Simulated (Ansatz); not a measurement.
Planning a run of Ansatz 0.2.0 on ZnPS3 (C2/m). The input:

```yaml
crystal:
  lattice:
    - [2.9240690911, -5.068857761, 0.0003371582]
    - [2.9240690911, 5.068857761, 0.0003371582]
    - [-1.9310533625, 0.0, 6.3013118549]
  atoms:
    - { symbol: Zn, position: [0.6674069794, 0.3325930206, 0.0] }
    - { symbol: Zn, position: [0.3325930206, 0.6674069794, 0.0] }
    - { symbol: P, position: [0.9420055719, 0.9420055719, 0.8265363257] }
    - { symbol: P, position: [0.0579944281, 0.0579944281, 0.1734636743] }
    - { symbol: S, position: [0.5801601651, 0.9164309796, 0.7487702062] }
    - { symbol: S, position: [0.0835690204, 0.4198398349, 0.2512297938] }
    - { symbol: S, position: [0.7466137585, 0.7466137585, 0.2506205515] }
    - { symbol: S, position: [0.2533862415, 0.2533862415, 0.7493794485] }
    - { symbol: S, position: [0.4198398349, 0.0835690204, 0.2512297938] }
    - { symbol: S, position: [0.9164309796, 0.5801601651, 0.7487702062] }
kpoints:
  mp_grid: { grid: [4, 4, 2] }
hamiltonian:
  xc: lda
scf:
  occupations: { method: fixed }
gw:
  n_empty_bands: 362
  ecut_chi: 90
  qp_bands: [v3, c3]
  qp_kpoints: band_edges
  screening: { model: contour_deformation }
```

```sh
ansatz run input.yaml --threads 4 --pin off --max-ram 18432MiB --backend cpu --events-out ev --progress --plain --runs-dir out
```

Question: How long will it take on 4 threads of Arm Neoverse V1, shared host, and how much memory?

It took 4.1 min; on shared hardware allow 2 min to 8.2 min. Peak host memory was 1.8 GiB. The sizes that set the cost: 3641 plane waves a state, 14 irreducible k points, 397 bands summed, 365 plane waves in the screening and 8 SCF cycles.

The screening grows as filled bands × empty bands × pairs of k points, times the square of the screening basis for the matrix.

[Paths, hosts, dates, memory and timing lines, banners, echoed tables and standing remarks are left out of the program output.]

[Logs are printed without paths, hosts, clocks, repeated set-up lines and the standing remarks that a program may print on its own settings, such as how far it seeks lower states.]

[Runs of the session that timed out or met a known fault of the program may be left out.]

[Cells called generated may have been cut or substituted from an entry of the Crystallography Open Database or the Materials Project.]

[Hosts, paths, dates, database ids (printed as entryN), source tags and the programs' standing remarks are cut or masked in the printed files.]
